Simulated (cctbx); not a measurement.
## What is wrong with this refinement?

Cell a = 3.4090 Å, b = 3.5610 Å, c = 9.5370 Å, α = 90.00°, β = 90.00°, γ = 90.00°; space group Amm2 (no. 38).

Simulated single-crystal data (cctbx): Cu Kα, λ = 1.54184 Å, to d = 0.8 Å, 50 % of the full sphere, strongest reflection 5000 counts, noise from counting, a 1.5 % proportional error and a noise floor of 2 counts (s.d.); no absorption.

An anisotropic refinement with weights 1/σ² prints:

```text
Rint 0.017, 141 unique reflections to 0.80 A
cycle     R1     wR2    GooF  max shift (A)
   1  0.0722  0.1673   7.374   0.01280
   5  0.0170  0.0438   1.930   0.00027
final R1 0.0170 wR2 0.0438 GooF 1.930  parameters 16  data/parameter 8.8
atom        x        y        z      Ueq    occ   su(xyz)  su(Uiso or U11)
Bi1    0.50000  0.50000  0.35862   0.0102  1.000  0.00008  0.0003
Mn1    0.00000  0.00000  0.14590   0.0195  1.000  0.00044  0.0020
P1     0.00000  0.00000  0.43986   0.1108  1.000  0.00245  0.0149
N1     0.50000  0.50000  0.05782   0.0162  1.000  0.00235  0.0085
difference map: max 0.86 min -1.42 rms 0.32
Q1    0.0000  0.0000  0.4305    2    0.90  0.09 A from P1
Q2    0.0000  0.0000  0.6202    2    0.66  1.72 A from P1
Q3    0.5000  0.2451  0.8601    4    0.65  0.87 A from Bi1
Q4    0.5000  0.1154  0.9576    4    0.63  1.03 A from Bi1
Q5    0.0000  0.0000  0.2907    2    0.61  1.38 A from Mn1
Q6    0.5000  0.0000  0.3737    2    0.59  1.76 A from N1
```

Q: Accept it or mend it, and why?

Mend it. The fault: wrong element: P1 is N. Against the right model at the same level, R1 goes from 0.0088 to 0.0170 and GooF from 0.86 to 1.93, U of P1 swells from 0.0134 to 0.1108 Å² and a hole of -1.4 e/Å³ opens. P1 has 8 electrons too many and its U swells to shed them, as expected.

The compound is MnBiN2. The right model at the same level gives:

```text
Rint 0.017, 141 unique reflections to 0.80 A
cycle     R1     wR2    GooF  max shift (A)
   1  0.0429  0.1054   4.647   0.00456
   5  0.0088  0.0196   0.862   0.00042
final R1 0.0088 wR2 0.0196 GooF 0.862  parameters 16  data/parameter 8.8
atom        x        y        z      Ueq    occ   su(xyz)  su(Uiso or U11)
Bi1    0.50000  0.50000  0.35872   0.0101  1.000  0.00002  0.0002
Mn1    0.00000  0.00000  0.14564   0.0198  1.000  0.00020  0.0009
N1     0.00000  0.00000  0.43805   0.0134  1.000  0.00096  0.0038
N2     0.50000  0.50000  0.05806   0.0189  1.000  0.00108  0.0043
Flack x: -0.07(4)
Hooft y: -0.068(54)  Bijvoet pairs: 57
difference map: max 0.45 min -0.42 rms 0.13
Q1    0.2110  0.0000  0.5278    4    0.47  1.03 A from N2
Q2    0.2001  0.0000  0.1710    4    0.44  0.72 A from Mn1
Q3    0.1482  0.0000  0.9492    4    0.43  1.48 A from Bi1
Q4    0.1534  0.0000  0.7645    4    0.41  1.48 A from Bi1
Q5    0.5000  0.2024  0.8625    4    0.40  0.72 A from Bi1
Q6    0.5000  0.1682  0.0546    4    0.39  1.18 A from N2
```

This is a model crystal, built by substitution and not relaxed, with assumed displacement parameters.

[Middle refinement cycles are left out of these outputs.]

[Logs are printed without paths, hosts, clocks, repeated set-up lines and the standing remarks that a program may print on its own settings, such as how far it seeks lower states.]
